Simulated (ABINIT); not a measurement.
# SnSe2 (P-3m1): G0W0 with and without spin-orbit coupling

Wanted: the effect of spin-orbit coupling on the quasiparticle gap of SnSe2 (P-3m1).

Program: ABINIT 10.8.3. Level of theory: PBE and many-body steps on it, plane waves. Results are calculated unless marked as measured.

**The experiments to reproduce.**

- Gap 1.21 ± 0.04 eV: quasiparticle gap from STS band edges on large flat area; scanning tunneling spectroscopy, log dI/dV edge fit; 77.6 K; bulk crystal (n-type SnSe2 region of partially converted crystal) (“Lateral heterostructures formed by thermally converting n-type SnSe2 to p-type SnSe”, 2018, arxiv:1804.01202).

- Gap 1 eV: indirect gap from optical absorption (approximate); optical absorption; bulk crystal (quoted in “Lateral heterostructures formed by thermally converting n-type SnSe2 to p-type SnSe”, 2018, arxiv:1804.01202).

- Gap 1.207 eV: direct band-edge excitonic transition; piezoreflectance; 300 K; bulk crystal (CVT-grown single crystal) (“Temperature Dependent Excitonic Transition Energy and Enhanced Electron-Phonon Coupling in Layered Ternary SnS2-xSex Semiconductors with Fully Tunable Stoichiometry”, 2021, pmc:8069899).

Report form: the programs' logs are mostly left out.

## 1. Starting point

It takes space group P-3m1 (No. 164, trigonal). The conventional cell has a = 3.811 Å, b = 3.811 Å, c = 6.136 Å, α = 90.00°, β = 90.00°, γ = 120.00°. Sn has 6 Se at 2.68 Å nearest. Se has 3 Sn at 2.68 Å nearest. Farther neighbours and most contacts between anions are not listed.

Coordinates:

```cif
data_structure
_symmetry_space_group_name_H-M 'P 1'
_symmetry_Int_Tables_number 1
_cell_length_a 3.8110
_cell_length_b 3.8110
_cell_length_c 6.1360
_cell_angle_alpha 90.000
_cell_angle_beta 90.000
_cell_angle_gamma 120.000
_cell_volume 77.18
loop_
_atom_site_label
_atom_site_type_symbol
_atom_site_fract_x
_atom_site_fract_y
_atom_site_fract_z
_atom_site_occupancy
Sn1 Sn 0.00000 0.00000 0.00000 1
Se2 Se 0.33333 0.66667 0.24900 1
Se3 Se 0.66667 0.33333 0.75100 1
```

The cell and positions come from the Crystallography Open Database and are kept as given unless a step says otherwise.

## 2. Empty states on the mesh, 3×3×2 mesh, 114 bands

This step: ABINIT 10.8.3; DFT, PBE, plane waves, norm-conserving pseudopotentials.

The sums over transitions need many empty states on a uniform mesh; this step solves for them.

File run.abi:

```
acell 3*1.0 Angstrom
rprim 
  3.810999999987 0.000000000003 0.000000000000
  -1.905499999996 3.300422813810 0.000000000000
  0.000000000000 0.000000000000 6.136000000000
ntypat 2
znucl 50 34
natom 3
typat 1 2 2
xred 
  0.000000000000 0.000000000000 0.000000000000
  0.333333333333 0.666666666667 0.249000000000
  0.666666666667 0.333333333333 0.751000000000
pp_dirpath "pseudos"
pseudos "Sn.upf, Se.upf"
ecut 48
ngkpt 3 3 2
nshiftk 1
shiftk 0 0 0
kptopt 1
chksymbreak 0
iscf -2
irdden 1
istwfk *1
nband 114
nbdbuf 10
tolwfr 1e-09
nstep 60
prtvol 0
indata_prefix "in"
outdata_prefix "out"
tmpdata_prefix "tmp"
```

On the command line:

```bash
$ OMP_NUM_THREADS=1 mpirun -n 4 abinit run.abi > log
```

It took 51 s on 4 MPI ranks of Arm Neoverse V1, shared host; peak memory 0.41 GiB.

Numbers from this step:

```
gap                                                           : 1.100 eV
k of the valence top                                          : 0, 0, 0
k of the conduction bottom                                    : 0, 0, 0
least direct gap                                              : 1.100 eV
k points computed                                             : 6
lowest point of the top converged band, above the valence top : 46.20 eV
```

On this mesh the gap is 1.100 eV.

The density comes from a self-consistent run that is not shown.

## 3. Screening, 3×3×2 mesh, 104 bands, screening to 119.7 eV

The RPA dielectric matrix is built and inverted for each q.

This step: RPA screening on PBE, plane waves, norm-conserving pseudopotentials.

run.abi: that of step 2 with these lines changed.

```diff
@@ -21,10 +21,11 @@
 chksymbreak 0
-iscf -2
-irdden 1
 istwfk *1
-nband 114
-nbdbuf 10
-tolwfr 1e-09
-nstep 60
-prtvol 0
+occopt 1
+irdwfk 1
+optdriver 3
+nband 104
+ecuteps 4.4
+inclvkb 0
+awtr 1
+symchi 1
 indata_prefix "in"
```

Elapsed: 24 s, on 4 MPI ranks; peak memory 1.1 GiB; 95 s of CPU time.

This step gave:

* ε∞ with local fields, on this mesh, along the program's q direction: 22.69
* the same without local fields: 25.99
* plasma frequency: 35.36 eV
* plane waves in the screening matrix: 245

Local fields lower ε∞ by 13 %. On a Γ-centred mesh this coarse the value itself is usually too large, while a short band sum pulls it down.

## 4. Scalar-relativistic

The self-energy is evaluated for the states that the input lists, and the levels follow from it, in one-shot runs by the linearised quasiparticle equation.

This step: G0W0 on PBE, plane waves, norm-conserving pseudopotentials.

run.abi: that of step 3 with these lines changed.

```diff
@@ -24,8 +24,15 @@
 irdwfk 1
-optdriver 3
+optdriver 4
 nband 104
+gwcalctyp 0
+ecutsigx 48
+symsigma 1
+nkptgw 1
+kptgw 
+  0.0000000000 0.0000000000 0.0000000000
+bdgw 
+  33 37
 ecuteps 4.4
-inclvkb 0
-awtr 1
-symchi 1
+irdscr 1
+ppmodel 1
 indata_prefix "in"
```

Wall time 6.7 s (4 MPI ranks); peak memory 1.1 GiB.

Numbers from this step:

- G0W0 gap on the points computed: 1.652 eV
- starting gap on the mesh: 1.100 eV
- k of the valence top: 0, 0, 0
- k of the conduction bottom: 0, 0, 0
- Z at the valence top: 0.794
- Z at the conduction bottom: 0.812
- least direct G0W0 gap on the computed points: 1.652 eV

The gap on the mesh goes from 1.10 eV to 1.65 eV, a correction of +0.55 eV.

## 5. Empty states on the mesh, 3×3×2 mesh, 228 bands

This step: DFT, PBE with spin-orbit coupling, plane waves, norm-conserving pseudopotentials.

run.abi: that of step 4 with these lines changed.

```diff
@@ -16,2 +16,3 @@
 ecut 48
+nspinor 2
 ngkpt 3 3 2
@@ -21,18 +22,10 @@
 chksymbreak 0
+iscf -2
+irdden 1
 istwfk *1
-occopt 1
-irdwfk 1
-optdriver 4
-nband 104
-gwcalctyp 0
-ecutsigx 48
-symsigma 1
-nkptgw 1
-kptgw 
-  0.0000000000 0.0000000000 0.0000000000
-bdgw 
-  33 37
-ecuteps 4.4
-irdscr 1
-ppmodel 1
+nband 228
+nbdbuf 20
+tolwfr 1e-09
+nstep 60
+prtvol 0
 indata_prefix "in"
```

It took 6.3 min on 4 MPI ranks; peak memory 0.73 GiB.

This step gave:

- gap: 1.056 eV
- k of the valence top: 0, 0, 0
- k of the conduction bottom: 0, 0, 0
- least direct gap: 1.056 eV
- k points computed: 6
- lowest point of the top converged band, above the valence top: 46.14 eV

On this mesh the gap is 1.056 eV.

The density comes from a self-consistent run that is not shown, made with spin-orbit coupling and fully relativistic files.

## 6. Screening, 3×3×2 mesh, 208 bands, screening to 119.7 eV

This step: RPA screening on PBE with spin-orbit coupling, plane waves, norm-conserving pseudopotentials.

run.abi: that of step 5 with these lines changed.

```diff
@@ -22,10 +22,11 @@
 chksymbreak 0
-iscf -2
-irdden 1
 istwfk *1
-nband 228
-nbdbuf 20
-tolwfr 1e-09
-nstep 60
-prtvol 0
+occopt 1
+irdwfk 1
+optdriver 3
+nband 208
+ecuteps 4.4
+inclvkb 0
+awtr 1
+symchi 1
 indata_prefix "in"
```

Elapsed: 3.4 min, on 4 MPI ranks; peak memory 3.2 GiB.

This step gave:

```yaml
eps_infinity_with_local_fields_on_this_mesh_along_the_program_s_q_direction: 23.58
the_same_without_local_fields: 26.96
plasma_frequency: 35.36 eV
plane_waves_in_the_screening_matrix: 245
```

## 7. With spin-orbit coupling

This step: G0W0 on PBE with spin-orbit coupling, plane waves, norm-conserving pseudopotentials.

run.abi: that of step 6 with these lines changed.

```diff
@@ -25,8 +25,15 @@
 irdwfk 1
-optdriver 3
+optdriver 4
 nband 208
+gwcalctyp 0
+ecutsigx 48
+symsigma 0
+nkptgw 1
+kptgw 
+  0.0000000000 0.0000000000 0.0000000000
+bdgw 
+  67 74
 ecuteps 4.4
-inclvkb 0
-awtr 1
-symchi 1
+irdscr 1
+ppmodel 1
 indata_prefix "in"
```

Run time: 67 s. Hardware: 4 MPI ranks; peak memory 3 GiB; 4.5 min of CPU time.

This step gave:

```yaml
g0w0_gap_on_the_points_computed: 1.599 eV
starting_gap_on_the_mesh: 1.056 eV
k_of_the_valence_top: 0, 0, 0
k_of_the_conduction_bottom: 0, 0, 0
z_at_the_valence_top: 0.794
z_at_the_conduction_bottom: 0.812
least_direct_g0w0_gap_on_the_computed_points: 1.599 eV
```

Against G0W0 in ABINIT (3×3×2 mesh, 104 bands, screening to 119.7 eV, Godby-Needs plasmon pole), the gap moves by −0.053 eV.

## 8. The runs together

Times are wall times on 4 MPI ranks of Arm Neoverse V1, shared host, good to a factor of about two. A run's time includes the screening step that it read.

| run | mesh | bands | screening cutoff (eV) | DFT gap (eV) | gap on the mesh (eV) | direct (eV) | ε∞ used | time |
| --- | --- | --- | --- | --- | --- | --- | --- | --- |
| scalar-relativistic | 3×3×2 | 104 | 119.7 | 1.100 | 1.652 | 1.652 | 22.69 | 31 s |
| with spin-orbit coupling | 3×3×2 | 208 | 119.7 | 1.056 | 1.599 | 1.599 | 23.58 | 4.5 min |

## 9. What came out

- scalar-relativistic: 1.652 eV
- with spin-orbit coupling: 1.599 eV
- known limits: not at the basis limit; screening head approximate; no spin-orbit coupling in some runs; coarse k mesh

With spin-orbit coupling: −0.053 eV against scalar-relativistic, −0.043 eV of it in the start. Against experiment, by with spin-orbit coupling: the gap of 1.60 eV lies +0.39 eV from the measured 1.21 ± 0.04 eV (electronic, 77.6 K, 2018); the gap of 1.60 eV lies +0.60 eV from the measured 1 eV (indirect, quoted 2018); the direct gap of 1.60 eV lies +0.39 eV from the measured 1.207 eV (exciton, 300 K, 2021). An exciton line or allowed optical edge lies below the quasiparticle gap by the binding energy; a forbidden edge can push the onset above it. These are gaps on the mesh, at modest bands and cutoff. The calculation has static nuclei and no excitons; a measured gap holds zero-point and thermal motion, which mostly lowers it. Bands and cutoff are finite, so the gap is not at the basis limit. The miss can reach some tenths of an eV and take either sign; the mesh is an error of its own. In the G0W0 runs levels were corrected at 1 k point alone, so a gap called «on the mesh» is the least over those, and an edge elsewhere would be missed. A denser mesh or path gives a starting gap of 0.82 eV: the GW mesh misses a band edge, so its gaps are not the fundamental one. The 3×3×2 mesh is coarse for this cell, which bears on the long-range parts of exchange and screening. The long-wavelength limit of the screening leaves out the non-local commutator, which shifts ε∞.

[Paths, hosts, dates, memory and timing lines, banners, echoed tables and standing remarks are left out of the program output.]

[Logs are printed without paths, hosts, clocks, repeated set-up lines and the standing remarks that a program may print on its own settings, such as how far it seeks lower states.]

[Runs of the session that timed out or met a known fault of the program may be left out.]

[Hosts, paths, dates, database ids (printed as entryN), source tags and the programs' standing remarks are cut or masked in the printed files.]

[G0W0 gaps are taken among the corrected bands and points alone; a level outside them can change the order at an edge.]

[Where Ansatz stands beside ABINIT at settings called matched, ABINIT's density can come from a denser mesh and the files from another edition; pairs whose starting gaps differed by over 0.03 eV were left out, so agreement reads better than it is.]
